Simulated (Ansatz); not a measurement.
# BaTiO3 (P4mm): band gap by G0W0 on PBE

Aim: the quasiparticle gap of BaTiO3 (P4mm), starting from PBE.

Program: Ansatz 0.2.0. Level of theory: PBE, then G0W0 on it, plane waves, PAW. Results are calculated unless marked as measured.

The database entry behind the starting cell differs from later determinations by our own check (c/a about 0.6 % short), so it need not match the best structure at ambient conditions.

## Step 1: The starting structure

It takes space group P4mm (No. 99, tetragonal). The conventional cell has a = 4.000 Å, b = 4.000 Å, c = 4.018 Å, α = 90.00°, β = 90.00°, γ = 90.00°. Nearest to Ba lie 12 O at 2.79 to 2.88 Å. Nearest to Ti lie 6 O at 1.89 to 2.13 Å. Nearest to O lie 2 Ti at 1.89 to 2.13 Å and 4 Ba at 2.83 Å. Nearest to O lie 2 Ti at 2.00 Å and 4 Ba at 2.79 to 2.88 Å. Farther neighbours and most contacts between anions are not listed.

The cell and positions come from the Crystallography Open Database and are kept as given unless a step says otherwise. Spin-orbit coupling is left out unless a step names it. The default PAW set here is soft_2. Its files were made with PBE.

## Step 2: Bands along the symmetry lines

Levels along a band path and on the mesh show where this functional puts the band edges.

This step: DFT, PBE, plane waves, PAW.

input.yaml reads:

```yaml
crystal:
  lattice:
    - [3.9998, 0.0, 0.0]
    - [0.0, 3.9998, 0.0]
    - [0.0, 0.0, 4.018]
  atoms:
    - { symbol: Ba, position: [0.0, 0.0, 0.0] }
    - { symbol: Ti, position: [0.5, 0.5, 0.49] }
    - { symbol: O, position: [0.5, 0.5, 0.019] }
    - { symbol: O, position: [0.5, 0.0, 0.517] }
    - { symbol: O, position: [0.0, 0.5, 0.517] }
kpoints:
  mp_grid: { grid: [6, 6, 6] }
  band_path:
    path:
      - [[0.0, 0.0, 0.0], [0.0, 0.5, 0.0], [0.5, 0.5, 0.0], [0.0, 0.0, 0.0], [0.0, 0.0, 0.5], [0.0, 0.5, 0.5], [0.5, 0.5, 0.5], [0.0, 0.0, 0.5]]
      - [[0.0, 0.5, 0.0], [0.0, 0.5, 0.5]]
      - [[0.5, 0.5, 0.0], [0.5, 0.5, 0.5]]
    npoints: 10
hamiltonian:
  xc: pbe
scf:
  occupations: { method: fermi_dirac, width: 0.02 }
  n_extra_bands: 5
output:
  eigenvalues: true
  write_density: true
  write_potential: true
  elf: true
  volumetric_format: npy
```

The run is started by

```
$ ansatz run input.yaml --threads 4 --pin off --max-ram 138240MiB --backend cuda --events-out ev --progress --plain --runs-dir out --devices 1 --max-vram 26GiB
```

Numbers of over 12 decimals in the logs are rounded to 6 here.

What it wrote:

```text
scf.n_extra_bands = 5 over 20 filled bands (N_el = 40.0): the run solves 25 bands
GPUs: using 1 of 1 available (devices: 1).
Engine: ansatz 0.2.0, x86_64-unknown-linux-gnu
Pseudopotentials: kind: paw
Pseudopotential: Ba, paw, valence charge 10, recommended cutoff 420 eV (normal), Ba.paw.azcp
Pseudopotential: Ti, paw, valence charge 12, recommended cutoff 420 eV (normal), Ti.paw.azcp
Pseudopotential: O, paw, valence charge 6, recommended cutoff 420 eV (normal), O.paw.azcp
Functional definition: PBE
  parameter kappa = 0.804
  parameter beta = 0.066725
  exchange = pbe_x(kappa = kappa, mu = beta*pi^2/3)
  correlation = pbe_c(beta = beta)
device memory: the entry about to start is reckoned to put 1.7 GiB on a device that reports 55.9 GiB free (of which the cap on the GPU budget leaves the run 26.0 GiB)
GPU FFT provider: cuFFT
GPU libraries: cuBLAS 13.8.2, cuFFT 12.4.0, cuSOLVER 12.3.4
Crystal: 5 atoms, lattice volume = 64.282 Å³
Basis set: ecut = 420 eV, 1237 PW (Γ)
Bands: 25, of which v1, the nominal top of the filled ones, is band 20 counted from 1 (19 counted from 0)
Symmetry: 8 space group operations
Space group: P4mm (ITA 99), of the structure as read, at distance tolerance 4.0e-5 Å
k-points: 40 of 216 (time reversal used)
Non-local potential: Ba, projectors of the file, l = 0: 3, l = 1: 2, l = 2: 2, l = 3: 2
Non-local potential: Ti, projectors of the file, l = 0: 3, l = 1: 2, l = 2: 3, l = 3: 1
Non-local potential: O, projectors of the file, l = 0: 2, l = 1: 2, l = 2: 1
PAW form: soft (Blöchl's): semilocal exchange-correlation on the pseudo side does not see the compensation charge
PAW one-centre angular grid: Ba, 194 points (default); XC on 64 Gauss nodes
PAW one-centre angular grid: Ti, 590 points (default); XC on 64 Gauss nodes
PAW one-centre angular grid: O, 110 points (default); XC on 64 Gauss nodes
Initial density: superposition of atomic densities (neutral atoms: chi_scale 0, normalization atom), corrected by the library's trained network
Initial wavefunctions: pseudopotential atomic-orbital guess
GPU buffer pool allocated for 19683 grid points (all kernels)
GPU transforms: local potential and band sums: pruned to the plane-wave sphere, on 27×27×27
Functional: x = pbe(κ = 0.804, μ = 0.219515), c = pbe(β = 0.066725)
SCF iter   1: F=—  HF=-10159.577683 eV  |F-HF|=—  |Δ(HF+E_count)|=         —  Δρ=1.59e-3  dr2=9.89e-4  ethr=1.77e-3  ⟨swp⟩=6.4  Hψ=5021  notcnv=0
preconditioner: auto → Resta (q_TF=auto, 2.521 Å⁻¹)  ε∞=5.9  [insulator: Δε(μ)=1.818 eV  Ē_g=11.890 eV  σ=0.020 eV  W_gap=1.00  n_scr=18 (ndim 8)  ℏωp=26.2 eV  f_vac=0.000  D(μ)=0.00/eV (n_scr^D=0)  ε∞_Penn≈5.9]
SCF iter   2: F=—  HF=-10159.577945 eV  |F-HF|=—  |Δ(HF+E_count)|=   2.61e-4  Δρ=7.77e-4  dr2=2.52e-4  ethr=2.47e-6  ⟨swp⟩=2.0  Hψ=2124  notcnv=0  defer=10
SCF iter   3: F=—  HF=-10159.578164 eV  |F-HF|=—  |Δ(HF+E_count)|=   2.19e-4  Δρ=1.24e-4  dr2=1.50e-5  ethr=6.30e-7  ⟨swp⟩=2.8  Hψ=1485  notcnv=0  defer=10
SCF iter   4: F=—  HF=-10159.578205 eV  |F-HF|=—  |Δ(HF+E_count)|=   4.13e-5  Δρ=3.60e-5  dr2=9.54e-7  ethr=3.74e-8  ⟨swp⟩=2.6  Hψ=1560  notcnv=0  defer=10
iter 5 did not close the SCF: its close was put off for the readings that it lacked (scf_convergence_deferred on its scf_iter line)
SCF iter   5: F=-10159.578205 eV  HF=-10159.578205 eV  |F-HF|=7.67e-9  |Δ(HF+E_count)|=   6.35e-8  Δρ=7.79e-6  dr2=2.78e-8  ethr=2.39e-9  ⟨swp⟩=2.0  Hψ=1514  notcnv=0  defer=10
SCF iter   6: F=-10159.578205 eV  HF=-10159.578205 eV  |F-HF|=1.16e-10  |Δ(HF+E_count)|=   3.44e-9  Δρ=2.00e-6  dr2=2.31e-9  ethr=6.95e-11  ⟨swp⟩=5.2  Hψ=3870  notcnv=0
SCF 1 converged in 6 iterations: F = -10159.578205 eV  dr2 = 2.31e-9
  greatest PAW one-centre occupation: 0.999 electrons in one spin orbital (limit 2), on the Ti atom at site 1 (counted from 0), in its partial waves of l = 0
device memory: the entry about to start is reckoned to put 2.1 GiB on a device that reports 55.9 GiB free (of which the cap on the GPU budget leaves the run 26.0 GiB)
NSCF: frozen V_eff on 93 k-points, pencils in batches of 32, up to order 112
SCF converged after 6 iterations
Free energy (F): -10159.578205 eV
Harris-Foulkes:  -10159.578205 eV  (|F-HF|=1.16e-10)
Internal energy: -10159.578205 eV  (E = F + TS)
E sigma→0 (E₀):  -10159.578205 eV
Fermi energy:    11.225736 eV
--- Per-component energies (eV) ---
  E_band       = -141.293899
  E_kinetic    = 970.192610
  E_local      = -2101.869774  (includes V_loc(G=0)·N_el)
  E_nonlocal   = 203.557063
  E_hartree    = 821.006985
  E_xc         = -491.546602
  E_vxc        = -546.244045  (∫ρ·V_xc dr)
  E_paw        = -6744.547965  (= ΣΔE_a)
  E_vpaw       = -308.950450  (= ΣTr[D̂ρ^β])
  E_aug_tail   = 0.007416  (compensation charges beyond the density's cutoff)
  E_ewald      = -2816.377938
  E_smearing   = -0.000000  (= −TS)
  E_closure    = 0.000000  (closes the sum)
  Σ components = -10159.578205   (vs F -10159.578205, Δ=0.00e0)
--- Band table (eV; the first three rows and the last of 40) ---
  k-point 0: bands = [... 16 lower, 9.1492, 10.0358, 10.0502, 10.0502, 12.1378, 12.3488, 12.3488, 14.3317, ... 1 higher]
  k-point 1: bands = [... 16 lower, 8.9393, 9.4846, 9.9331, 9.9331, 12.1687, 12.7845, 12.7845, 14.3308, ... 1 higher]
  k-point 2: bands = [... 16 lower, 8.5743, 8.7124, 9.7283, 9.7283, 12.2322, 13.5422, 13.5422, 14.3312, ... 1 higher]
  k-point 39: bands = [... 16 lower, 7.9500, 10.2185, 10.2185, 10.3021, 14.5080, 14.5080, 14.5099, 16.9427, ... 1 higher]
```

It took 6.5 s on 1 × NVIDIA H100 80GB HBM3 (shared by 3 runs) with 4 threads of AMD EPYC 7R13 (Zen 3), shared host; peak memory 0.95 GiB; 7.2 s of CPU time.

In the SCF lines HF is the Harris–Foulkes energy and dr2 the Hartree energy of the density residual, in eV; the loop may stop once dr2 is under the threshold and the program's other checks hold. Hψ counts applications of the Hamiltonian.

This step gave:

| Property | Result |
| --- | --- |
| filled bands | 20 |
| gap | 1.836 eV |
| valence top at | A |
| conduction bottom at | Γ |
| least direct gap | 2.088 eV |

Over mesh and path the gap is 1.836 eV, from k = (0.500, 0.500, 0.500) to k = Γ. The least direct gap found is 2.088 eV, at k = Γ.

Electronic bands along the path, in eV, zero at the top of the highest nominally filled band:

| point | band 17 | band 18 | band 19 | band 20 | band 21 | band 22 | band 23 | band 24 |
| --- | --- | --- | --- | --- | --- | --- | --- | --- |
| Γ | -1.15 | -0.27 | -0.25 | -0.25 | 1.84 | 2.05 | 2.05 | 4.03 |
| halfway | -1.52 | -1.20 | -0.63 | -0.54 | 2.10 | 2.77 | 2.79 | 4.10 |
| X | -1.81 | -1.70 | -0.90 | -0.80 | 2.16 | 3.53 | 3.57 | 4.09 |
| halfway | -1.47 | -1.42 | -1.04 | -0.47 | 2.83 | 3.57 | 3.68 | 4.67 |
| M | -1.73 | -0.93 | -0.93 | -0.05 | 3.59 | 3.59 | 3.99 | 4.75 |
| halfway | -1.69 | -1.08 | -0.88 | -0.47 | 2.71 | 2.90 | 3.13 | 4.62 |
| Γ | -1.15 | -0.27 | -0.25 | -0.25 | 1.84 | 2.05 | 2.05 | 4.03 |
| halfway | -1.55 | -1.24 | -0.48 | -0.48 | 1.90 | 2.87 | 2.87 | 4.03 |
| Z | -1.90 | -1.89 | -0.66 | -0.66 | 1.96 | 3.59 | 3.59 | 4.03 |
| halfway | -1.37 | -1.25 | -1.07 | -0.55 | 2.83 | 3.60 | 3.67 | 4.69 |
| R | -1.69 | -0.87 | -0.85 | -0.13 | 3.56 | 3.61 | 3.97 | 4.87 |
| halfway | -2.43 | -0.55 | -0.51 | -0.11 | 3.86 | 3.86 | 4.09 | 6.23 |
| A | -2.35 | -0.08 | -0.08 | 0.00 | 4.21 | 4.21 | 4.21 | 6.64 |
| halfway | -2.12 | -0.87 | -0.63 | -0.56 | 3.32 | 3.75 | 3.79 | 5.93 |
| Z | -1.90 | -1.89 | -0.66 | -0.66 | 1.96 | 3.59 | 3.59 | 4.03 |
| jump to X | -1.81 | -1.70 | -0.90 | -0.80 | 2.16 | 3.53 | 3.57 | 4.09 |
| halfway | -1.36 | -1.36 | -1.13 | -0.54 | 2.92 | 3.55 | 3.69 | 4.71 |
| R | -1.69 | -0.87 | -0.85 | -0.13 | 3.56 | 3.61 | 3.97 | 4.87 |
| jump to M | -1.73 | -0.93 | -0.93 | -0.05 | 3.59 | 3.59 | 3.99 | 4.75 |
| halfway | -2.46 | -0.59 | -0.59 | -0.02 | 3.87 | 3.87 | 4.09 | 6.11 |
| A | -2.35 | -0.08 | -0.08 | 0.00 | 4.21 | 4.21 | 4.21 | 6.64 |

Electrostatic potential energy in the ac plane at fractional y = 0.500, with atoms of Ti and O within 0.2 Å of it. With pseudopotentials it is smooth inside the atoms' cores, unlike the true potential.

Ten even steps from '0' (-37 eV) to '9' (15 eV), each cell a mean:
```
99999521279999
99999865699999
99999988899999
99999877789999
46897533368985
02686321247851
01585211136730
02685211136851
57986422247986
99998644578999
99999877889999
99999854589999
99999410169999
99999300159999
```
Columns run along a (4.0 Å; values clipped at the 3rd and 97th percentile), rows up along c (4.0 Å). Atoms in or near the plane, at fractional coordinates: Ti at (0.50, 0.49), O at (0.50, 0.02), O at (0.00, 0.52).

ELF in the ac plane at fractional y = 0.500, with atoms of Ti and O within 0.2 Å of it. It is the smooth field of the valence electrons, not physical close to the nuclei.

Ten even steps from '0' (0.01) to '9' (0.82), each cell a mean:
```
00038998997200
00026999984100
43102455531124
88520112100268
99841367621599
79942676752698
37943730463696
79943741562698
99731577741499
87410234310268
32112455542113
00026999985100
00148986897300
00159963798300
```
Columns run along a (4.0 Å), rows up along c (4.0 Å). Atoms in or near the plane, at fractional coordinates: Ti at (0.50, 0.49), O at (0.50, 0.02), O at (0.00, 0.52).

(Part 1 of 2 ends here.)

[Paths, hosts, dates, memory and timing lines, banners, echoed tables and standing remarks are left out of the program output.]

[Logs are printed without paths, hosts, clocks, repeated set-up lines and the standing remarks that a program may print on its own settings, such as how far it seeks lower states.]

[Runs of the session that timed out or met a known fault of the program may be left out.]

[Cells called generated may have been cut or substituted from an entry of the Crystallography Open Database or the Materials Project.]

[Hosts, paths, dates, database ids (printed as entryN), source tags and the programs' standing remarks are cut or masked in the printed files.]

[Where an RPA ε∞ is given, it is that of the G0W0 mesh and is not shown converged in it. Names of k-points follow the symmetry that the program found, which can be lower than the space group named. Band edges on a path are those of the sampled points; other points can move an edge, and change direct to indirect where valleys lie close.]

[Hybrid gaps are those of their k-mesh and are not shown converged in it.]
